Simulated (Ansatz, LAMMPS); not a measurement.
# A frame of liquid (Cs,Li,Na)(Cl,Br) from 1200 K (96 atoms): geometry optimisation

How does a frame of liquid (Cs,Li,Na)(Cl,Br) from 1200 K (96 atoms) relax, and what do bonds, charges and levels look like afterwards?

Program: Ansatz 0.2.0. Level of theory: Kohn-Sham DFT, PBE, PAW (set soft_2), plane waves. Results are calculated unless marked as measured.

**1. Set-up**

The cell holds 96 atoms: 28 Cs, 9 Li, 11 Na, 27 Cl and 21 Br. Cell: a = 16.206 Å, b = 16.206 Å, c = 16.206 Å, α = 90.0°, β = 90.0°, γ = 90.0°. 96 atoms (28 Cs, 9 Li, 11 Na, 27 Cl, 21 Br) placed at random at 2.6 g/cm³, melted at 1800 K for 10 ps at fixed volume with the Lennard-Jones and Coulomb ion parameters for SPC/E (Joung and Cheatham, J. Phys. Chem. B 112, 9020 (2008)), full charges. Snapshot at the end of a hold of 20 ps at 1200 K and fixed volume.

Before any run, some limits are plain. The network of bonds at the start is that of the classical potential that made the cell. The ion parameters were fitted for water, not for melts, so the starting structure of this cell may lie well off the real melt's. The Brillouin zone is sampled at Γ only, in a cell whose shortest periodic width is 16 Å. Spin–orbit coupling is left out, which matters for the levels of the heavy elements.

**2. Single point at the start**

A single point comes first, to see the forces before anything moves.

input.yaml

```yaml
crystal:
  lattice:
    - [16.2059, 0.0, 0.0]
    - [0.0, 16.2059, 0.0]
    - [0.0, 0.0, 16.2059]
  atoms:
    - { symbol: Cs, position: [0.17667, 0.78307, 0.45628] }
    - { symbol: Cs, position: [0.10456, 0.5858, 0.9357] }
    - { symbol: Cs, position: [0.3165, 0.03478, 0.55461] }
    - { symbol: Cs, position: [0.1966, 0.07931, 0.01545] }
    [... 86 atom lines left out ...]
    - { symbol: Br, position: [0.11979, 0.19836, 0.53565] }
    - { symbol: Br, position: [0.38143, 0.21018, 0.47756] }
    - { symbol: Br, position: [0.29385, 0.71108, 0.79209] }
    - { symbol: Br, position: [0.52093, 0.58122, 0.98194] }
    - { symbol: Br, position: [0.10092, 0.6271, 0.12696] }
    - { symbol: Br, position: [0.68283, 0.87996, 0.92478] }
kpoints:
  mp_grid: { grid: [1, 1, 1] }
hamiltonian:
  xc: pbe
scf:
  occupations: { method: fixed }
output:
  forces: true
  stress: true
  populations: true
  dos:
    method: { smearing: { sigma: 0.1 } }
    de: 0.1
    projected: { site_lists: { Br: [Br], Cl: [Cl], Cs: [Cs], Li: [Li], Na: [Na] } }
  eigenvalues: true
```

On the command line:

```bash
ansatz run input.yaml --threads 4 --pin off --max-ram 8192MiB --backend cpu --events-out ev --progress --plain --runs-dir out
```

The job ended after 32 s (4 threads of AMD EPYC 9R45, shared host; peak memory 5.6 GiB; 2 min of CPU time).

Read from the output:

```yaml
free_energy: -264721.6857 eV
free_energy_per_atom: -2757.5176 eV/atom
scf_cycles: 8
pressure: 0.8067 GPa
r_m_s_force_component: 0.453 eV/Å
longest_force: 2.066 eV/Å
fermi_energy: 0.7926 eV
spacing_of_highest_filled_and_lowest_empty_level: 3.018 eV
spilling_of_the_projection: 0.004788
```

The r.m.s. force component of 0.45 eV/Å and the pressure of 0.81 GPa set the starting point.

Length of the force by element:

| element | coordination | atoms | mean length of the force (eV/Å) | spread | least | most |
| --- | --- | --- | --- | --- | --- | --- |
| Br | all | 21 | 0.684 | 0.39 | 0.156 | 1.49 |
| Cl | all | 27 | 0.698 | 0.457 | 0.255 | 2.07 |
| Cs | all | 28 | 0.725 | 0.435 | 0.130 | 1.69 |
| Li | all | 9 | 0.584 | 0.463 | 0.0917 | 1.77 |
| Na | all | 11 | 0.416 | 0.186 | 0.146 | 0.728 |

**3. Relaxation**

The atoms are relaxed in the fixed cell, aiming at the force tolerance of the input.

input.yaml, the sections that differ from step 2:

```yaml
output:
  forces: true
relax:
  f_tol: 0.03
  max_steps: 90
# crystal, kpoints, hamiltonian, scf: as in step 2
```

Run time: 11 min. Hardware: 4 threads; peak memory 5.1 GiB; 41 min of CPU time.

Step by step (22 of 48):

| step | energy less that of the first step (eV) | largest force component (eV/Å) |
| --- | --- | --- |
| 1 | 0.0000 | 1.6321 |
| 3 | -8.3689 | 0.5020 |
| 5 | -11.5716 | 0.2149 |
| 8 | -13.3588 | 0.1466 |
| 10 | -13.8926 | 0.1215 |
| 12 | -14.1723 | 0.0564 |
| 14 | -14.4434 | 0.0802 |
| 17 | -14.6979 | 0.0528 |
| 19 | -14.7932 | 0.0685 |
| 21 | -14.8675 | 0.0909 |
| 23 | -14.9261 | 0.0660 |
| 26 | -15.0092 | 0.2236 |
| 28 | -15.0526 | 0.0664 |
| 30 | -15.0898 | 0.0559 |
| 32 | -15.1025 | 0.0279 |
| 35 | -15.1546 | 0.0352 |
| 37 | -15.1880 | 0.1037 |
| 39 | -15.2395 | 0.0620 |
| 41 | -15.2544 | 0.0725 |
| 44 | -15.3001 | 0.0398 |
| 46 | -15.3224 | 0.0214 |
| 48 | -15.3305 | 0.0170 |

The atoms that moved most (Å):

| atom | dx | dy | dz | length |
| --- | --- | --- | --- | --- |
| Na44 | -0.946 | -0.547 | 3.683 | 3.842 |
| Cs19 | 2.387 | 0.636 | -1.423 | 2.850 |
| Cs7 | 2.577 | 0.629 | 0.680 | 2.738 |
| Br85 | -0.014 | -0.586 | 2.071 | 2.153 |
| Cs10 | 1.076 | 1.687 | -0.728 | 2.129 |
| Li36 | 1.214 | -0.061 | 1.532 | 1.955 |
| Cs13 | 1.524 | -1.073 | -0.050 | 1.864 |
| Cs26 | -1.467 | 0.474 | 1.007 | 1.842 |

The relaxation changed the energy by -160 meV/atom, and atoms moved by 1.2 Å r.m.s., 3.8 Å at most.

**4. Local order after relaxation**

Bonds before and after, by the cutoffs listed below:

| pair | bonds before | bonds after | mean before (Å) | mean after (Å) | spread before (Å) | spread after (Å) |
| --- | --- | --- | --- | --- | --- | --- |
| Cs-Cl | 63 | 75 | 3.433 | 3.593 | 0.355 | 0.206 |
| Cl-Na | 27 | 29 | 2.934 | 2.770 | 0.215 | 0.076 |
| Cl-Li | 22 | 24 | 2.525 | 2.396 | 0.183 | 0.069 |
| Br-Na | 14 | 18 | 2.972 | 2.981 | 0.221 | 0.058 |
| Br-Li | 8 | 10 | 2.627 | 2.582 | 0.200 | 0.054 |

Density 2.60 g/cm³, 44.34 Å³ an atom.

Pair distribution functions g(r), in bins of 0.2 Å:

| r (Å) | total | Cs-Cs | Cs-Cl | Cs-Br | Cs-Na | Cs-Li | Cl-Cl |
| --- | --- | --- | --- | --- | --- | --- | --- |
| 2.20 | 0.22 | 0.00 | 0.00 | 0.00 | 0.00 | 0.00 | 0.00 |
| 2.40 | 1.27 | 0.00 | 0.00 | 0.00 | 0.00 | 0.00 | 0.00 |
| 2.60 | 0.91 | 0.00 | 0.00 | 0.00 | 0.00 | 0.00 | 0.00 |
| 2.80 | 1.13 | 0.00 | 0.00 | 0.00 | 0.00 | 0.00 | 0.00 |
| 3.00 | 0.70 | 0.00 | 0.00 | 0.00 | 0.00 | 0.00 | 0.00 |
| 3.20 | 0.14 | 0.00 | 0.00 | 0.00 | 0.00 | 0.00 | 0.00 |
| 3.40 | 1.22 | 0.00 | 6.11 | 0.95 | 0.00 | 0.00 | 0.00 |
| 3.60 | 1.91 | 0.00 | 4.22 | 7.27 | 0.00 | 0.00 | 1.39 |
| 3.80 | 1.66 | 0.00 | 2.02 | 6.23 | 0.37 | 0.93 | 2.50 |
| 4.00 | 0.89 | 0.00 | 0.42 | 1.81 | 0.33 | 0.85 | 2.35 |
| 4.20 | 1.21 | 0.25 | 0.38 | 0.65 | 1.84 | 4.21 | 1.60 |
| 4.40 | 1.01 | 1.10 | 0.34 | 0.31 | 1.71 | 1.05 | 2.17 |
| 4.60 | 0.92 | 2.23 | 0.10 | 0.00 | 1.31 | 0.95 | 1.10 |
| 4.80 | 0.90 | 1.30 | 0.19 | 0.25 | 1.67 | 0.59 | 1.02 |
| 5.00 | 1.09 | 2.97 | 0.63 | 0.35 | 0.44 | 1.07 | 1.31 |
| 5.20 | 1.12 | 2.42 | 0.66 | 0.31 | 1.64 | 1.23 | 1.39 |
| 5.40 | 0.87 | 2.07 | 0.31 | 0.59 | 0.38 | 0.70 | 0.79 |
| 5.60 | 0.91 | 1.38 | 0.43 | 0.09 | 0.18 | 1.09 | 0.30 |
| 5.80 | 1.03 | 1.29 | 0.93 | 0.68 | 1.16 | 1.21 | 0.83 |
| 6.00 | 0.92 | 1.31 | 0.81 | 0.64 | 0.91 | 1.86 | 0.52 |
| 6.20 | 0.95 | 0.79 | 0.76 | 0.75 | 0.87 | 0.70 | 1.20 |
| 6.40 | 0.91 | 0.74 | 1.09 | 0.77 | 0.67 | 0.50 | 0.68 |
| 6.60 | 0.97 | 0.40 | 0.82 | 1.18 | 0.64 | 0.15 | 0.96 |
| 6.80 | 0.95 | 1.40 | 1.25 | 0.94 | 0.83 | 0.30 | 0.90 |
| 7.00 | 0.99 | 0.80 | 1.05 | 1.23 | 0.67 | 0.55 | 0.95 |
| 7.20 | 1.22 | 0.92 | 1.56 | 1.55 | 0.64 | 0.65 | 0.89 |
| 7.40 | 1.08 | 1.27 | 1.18 | 1.85 | 0.80 | 0.61 | 1.02 |
| 7.60 | 1.01 | 0.60 | 1.51 | 0.95 | 0.76 | 0.81 | 1.46 |

Bonds by pair of elements; cutoffs follow the first minimum of g(r), held within bounds set by covalent radii, and pairs that aren't listed don't count as bonded:

| pair A-B | cutoff (Å) | bonds | mean length (Å) | spread (Å) | shortest (Å) | B about A | A about B |
| --- | --- | --- | --- | --- | --- | --- | --- |
| Cs-Cl | 4.33 | 75 | 3.59 | 0.206 | 3.32 | 2.68 | 2.78 |
| Cs-Br | 4.26 | 81 | 3.74 | 0.169 | 3.46 | 2.89 | 3.86 |
| Cl-Na | 3.27 | 29 | 2.77 | 0.076 | 2.65 | 1.07 | 2.64 |
| Cl-Li | 2.93 | 24 | 2.40 | 0.069 | 2.24 | 0.889 | 2.67 |
| Br-Na | 3.48 | 18 | 2.98 | 0.058 | 2.88 | 0.857 | 1.64 |
| Br-Li | 3.08 | 10 | 2.58 | 0.054 | 2.46 | 0.476 | 1.11 |

The cutoff for Cs-Br falls short of the minimum of g(r), so counts run low and odd coordinations can be artefacts.

How many atoms have how many bonded neighbours:

| element | mean | 3 | 4 | 5 | 6 | 7 | 8 |
| --- | --- | --- | --- | --- | --- | --- | --- |
| Br | 5.19 | 0 | 2 | 13 | 6 | 0 | 0 |
| Cl | 4.74 | 0 | 13 | 8 | 6 | 0 | 0 |
| Cs | 5.57 | 0 | 2 | 12 | 11 | 2 | 1 |
| Li | 3.78 | 2 | 7 | 0 | 0 | 0 | 0 |
| Na | 4.27 | 0 | 8 | 3 | 0 | 0 | 0 |

Bond angles, per cent of each kind in bins of 5°:

| angle (°) | Br-Cs-Cl | Cs-Br-Cs | Br-Cs-Br | Cs-Cl-Cs | Cl-Cs-Cl |
| --- | --- | --- | --- | --- | --- |
| 50–55 | 0.0 | 0.0 | 0.0 | 0.0 | 1.1 |
| 55–60 | 1.1 | 0.0 | 0.0 | 0.0 | 0.0 |
| 60–65 | 2.2 | 0.7 | 0.0 | 0.0 | 4.5 |
| 65–70 | 3.9 | 3.5 | 1.0 | 1.0 | 10.2 |
| 70–75 | 9.6 | 6.4 | 8.9 | 0.0 | 9.1 |
| 75–80 | 12.4 | 14.2 | 3.0 | 9.1 | 5.7 |
| 80–85 | 9.0 | 9.2 | 11.9 | 9.1 | 3.4 |
| 85–90 | 7.3 | 12.1 | 10.9 | 18.2 | 8.0 |
| 90–95 | 7.3 | 8.5 | 14.9 | 14.1 | 6.8 |
| 95–100 | 5.1 | 4.3 | 7.9 | 9.1 | 9.1 |
| 100–105 | 3.9 | 6.4 | 5.9 | 8.1 | 4.5 |
| 105–110 | 2.8 | 5.0 | 5.9 | 3.0 | 3.4 |
| 110–115 | 3.4 | 3.5 | 4.0 | 3.0 | 3.4 |
| 115–120 | 2.2 | 1.4 | 2.0 | 2.0 | 2.3 |
| 120–125 | 3.9 | 1.4 | 2.0 | 2.0 | 5.7 |
| 125–130 | 2.2 | 4.3 | 3.0 | 1.0 | 3.4 |
| 130–135 | 3.9 | 2.1 | 1.0 | 1.0 | 5.7 |
| 135–140 | 2.8 | 2.1 | 1.0 | 1.0 | 2.3 |
| 140–145 | 2.2 | 1.4 | 2.0 | 3.0 | 0.0 |
| 145–150 | 3.4 | 2.8 | 2.0 | 1.0 | 2.3 |
| 150–155 | 4.5 | 3.5 | 5.0 | 1.0 | 3.4 |
| 155–160 | 2.2 | 0.7 | 4.0 | 3.0 | 2.3 |
| 160–165 | 1.1 | 2.1 | 1.0 | 0.0 | 1.1 |
| 165–170 | 1.1 | 1.4 | 2.0 | 3.0 | 2.3 |
| 170–175 | 0.6 | 2.1 | 1.0 | 6.1 | 0.0 |
| 175–180 | 1.7 | 0.7 | 0.0 | 1.0 | 0.0 |

Bond angles (no mean is given where the spread exceeds 20°):

| angle | count | mean (°) | spread (°) |
| --- | --- | --- | --- |
| Br-Cs-Cl | 178 | - | - |
| Cs-Br-Cs | 141 | - | - |
| Br-Cs-Br | 101 | - | - |
| Cs-Cl-Cs | 99 | - | - |
| Cl-Cs-Cl | 88 | - | - |

Bond length by coordination (bonds to H left out):

| element | coordination | atoms | mean bond length (Å) |
| --- | --- | --- | --- |
| Br | 4 | 2 | 3.32 |
| Br | 5 | 13 | 3.45 |
| Br | 6 | 6 | 3.66 |
| Cl | 4 | 13 | 3.04 |
| Cl | 5 | 8 | 3.19 |
| Cl | 6 | 6 | 3.38 |
| Cs | 4 | 2 | 3.55 |
| Cs | 5 | 12 | 3.63 |
| Cs | 6 | 11 | 3.67 |
| Cs | 7 | 2 | 3.84 |
| Cs | 8 | 1 | 3.79 |
| Li | 3 | 2 | 2.35 |
| Li | 4 | 7 | 2.47 |
| Na | 4 | 8 | 2.82 |
| Na | 5 | 3 | 2.91 |

First main peaks of g(r), for some of the pairs, lie near 3.5 Å (Cs-Cl), 3.7 Å (Cs-Br) and 4.2 Å (Cs-Li).

**5. Single point at the relaxed geometry**

One more single point at the end of the walk gives the fuller output and checks the residual forces.

input.yaml

```yaml
crystal:
  lattice:
    - [16.2059, 0.0, 0.0]
    - [0.0, 16.2059, 0.0]
    - [0.0, 0.0, 16.2059]
  atoms:
    - { symbol: Cs, position: [0.16907, 0.79599, 0.40526] }
    - { symbol: Cs, position: [0.12835, 0.62001, 0.96411] }
    - { symbol: Cs, position: [0.28797, 0.01832, 0.52843] }
    - { symbol: Cs, position: [0.26374, 0.11535, 0.97239] }
    [... 86 atom lines left out ...]
    - { symbol: Br, position: [0.12166, 0.18488, 0.5222] }
    - { symbol: Br, position: [0.39193, 0.23233, 0.50112] }
    - { symbol: Br, position: [0.27748, 0.72066, 0.81562] }
    - { symbol: Br, position: [0.54494, 0.61319, 0.96702] }
    - { symbol: Br, position: [0.10011, 0.67671, 0.18369] }
    - { symbol: Br, position: [0.61392, 0.85777, 0.86458] }
kpoints:
  mp_grid: { grid: [1, 1, 1] }
hamiltonian:
  xc: pbe
scf:
  occupations: { method: fixed }
output:
  forces: true
  stress: true
  populations: true
  dos:
    method: { smearing: { sigma: 0.1 } }
    de: 0.1
    projected: { site_lists: { Br: [Br], Cl: [Cl], Cs: [Cs], Li: [Li], Na: [Na] } }
  eigenvalues: true
  write_density: true
  write_potential: true
  volumetric_format: npy
```

Run time: 34 s. Hardware: 4 threads; peak memory 5.5 GiB.

The program notes that the exchange-correlation potential is rough where the density is thin.

The run gave:

```yaml
free_energy: -264737.0162 eV
free_energy_per_atom: -2757.6773 eV/atom
scf_cycles: 7
pressure: -0.3508 GPa
r_m_s_force_component: 0.0035 eV/Å
longest_force: 0.02476 eV/Å
fermi_energy: 0.1938 eV
spacing_of_highest_filled_and_lowest_empty_level: 3.904 eV
spilling_of_the_projection: 0.004058
```

Löwdin charges by element (they lack the spilled electrons, 0.030 e an atom on average):

| element | coordination | atoms | mean charge (e) | spread | least | most |
| --- | --- | --- | --- | --- | --- | --- |
| Br | all | 21 | -0.678 | 0.028 | -0.713 | -0.625 |
| Cl | all | 27 | -0.716 | 0.0249 | -0.771 | -0.679 |
| Cs | all | 28 | 0.807 | 0.015 | 0.773 | 0.836 |
| Li | all | 9 | 0.676 | 0.0112 | 0.652 | 0.694 |
| Na | all | 11 | 0.707 | 0.0148 | 0.683 | 0.738 |

Density of states as counts of states in windows of 1 eV (from the Fermi level), total and the larger projections:

| from (eV) | to (eV) | total | Cs p | Cl p | Br p | Cl s | Br s |
| --- | --- | --- | --- | --- | --- | --- | --- |
| -18 | -14 | 0.0 | 0.0 | 0.0 | 0.0 | 0.0 | 0.0 |
| -14 | -13 | 7.3 | 0.0 | 0.0 | 0.0 | 6.7 | 0.0 |
| -13 | -12 | 84.9 | 0.3 | 0.0 | 0.0 | 44.1 | 36.3 |
| -12 | -11 | 3.8 | 0.0 | 0.0 | 0.0 | 0.4 | 3.2 |
| -11 | -8 | 0.0 | 0.0 | 0.0 | 0.0 | 0.0 | 0.0 |
| -8 | -7 | 2.7 | 2.7 | 0.0 | 0.0 | 0.0 | 0.0 |
| -7 | -6 | 165.3 | 162.1 | 1.1 | 0.9 | 0.3 | 0.2 |
| -6 | -3 | 0.0 | 0.0 | 0.0 | 0.0 | 0.0 | 0.0 |
| -3 | -2 | 6.1 | 0.0 | 5.2 | 0.3 | 0.0 | 0.0 |
| -2 | -1 | 89.5 | 0.5 | 71.1 | 12.9 | 0.1 | 0.1 |
| -1 | 0 | 190.9 | 1.7 | 78.9 | 105.5 | 0.1 | 0.0 |
| 0 | 1 | 1.6 | 0.0 | 0.1 | 1.4 | 0.0 | 0.0 |
| 1 | 3 | 0.0 | 0.0 | 0.0 | 0.0 | 0.0 | 0.0 |
| 3 | 4 | 1.9 | 0.0 | 0.0 | 0.0 | 0.1 | 0.1 |
| 4 | 5 | 11.3 | 0.1 | 0.3 | 0.3 | 0.4 | 0.5 |

With fixed occupations the program's Fermi level is the highest filled level; weight inside the gap is the broadening of levels at its edges.

Between -26 and -18 eV lie 122 more states.

The stored curve holds about 674 of the 714 electrons; the rest, give or take the few that broadening carries across the Fermi level, lie in deeper levels below its range.

The levels nearest the highest filled one (over half full), pooled over k-points and spins:

| level less the highest filled one (eV) | occupation |
| --- | --- |
| -0.123 | 2 |
| -0.108 | 2 |
| -0.105 | 2 |
| -0.0759 | 2 |
| -0.0424 | 2 |
| 0 | 2 |
| 3.90 | 0 |
| 4.68 | 0 |
| 4.77 | 0 |
| 4.82 | 0 |
| 4.88 | 0 |
| 4.93 | 0 |

Mean Löwdin charges: Br -0.68, Cl -0.72, Cs +0.81, Li +0.68, Na +0.71 e (they miss 0.41 % of the electrons, so they add up to more than the cell's charge).

**6. Results**

```json
{
  "energy change in the relaxation": "-159.7 meV/atom",
  "r.m.s. displacement": "1.185 Å",
  "largest displacement": "3.842 Å",
  "free energy per atom": "-2757.6773 eV/atom",
  "pressure": "-0.3508 GPa",
  "r.m.s. force component": "0.0035 eV/Å",
  "gap (highest filled to lowest empty level)": "3.904 eV",
  "wall time of the 3 DFT runs": "12 min"
}
```

What this shows: Relaxation lowers the energy by 160 meV/atom and moves atoms by 1.2 Å r.m.s.; the r.m.s. force component goes from 0.45 to 0.0035 eV/Å, the pressure goes from 0.81 to -0.35 GPa, and the gap from 3.02 to 3.90 eV. From the first step to the last the energy fell by 15.330 eV, and the largest move was 3.84 Å (Na44). The Cl-Na bonds go from 2.934 Å (spread 0.215) to 2.770 Å (spread 0.076), and their number from 27 to 29. The highest filled and lowest empty levels differ by 3.90 eV (at Γ alone); a semilocal functional tends to put such gaps too low. In a disordered cell it changes from sample to sample and from frame to frame.

**Limits.** The starting topology of bonds comes from the classical model; in DFT atoms moved by 1.2 Å r.m.s.

[Logs are printed without paths, hosts, clocks, repeated set-up lines and the standing remarks that a program may print on its own settings, such as how far it seeks lower states.]

[Hosts, paths, dates, database ids (printed as entryN), source tags and the programs' standing remarks are cut or masked in the printed files.]
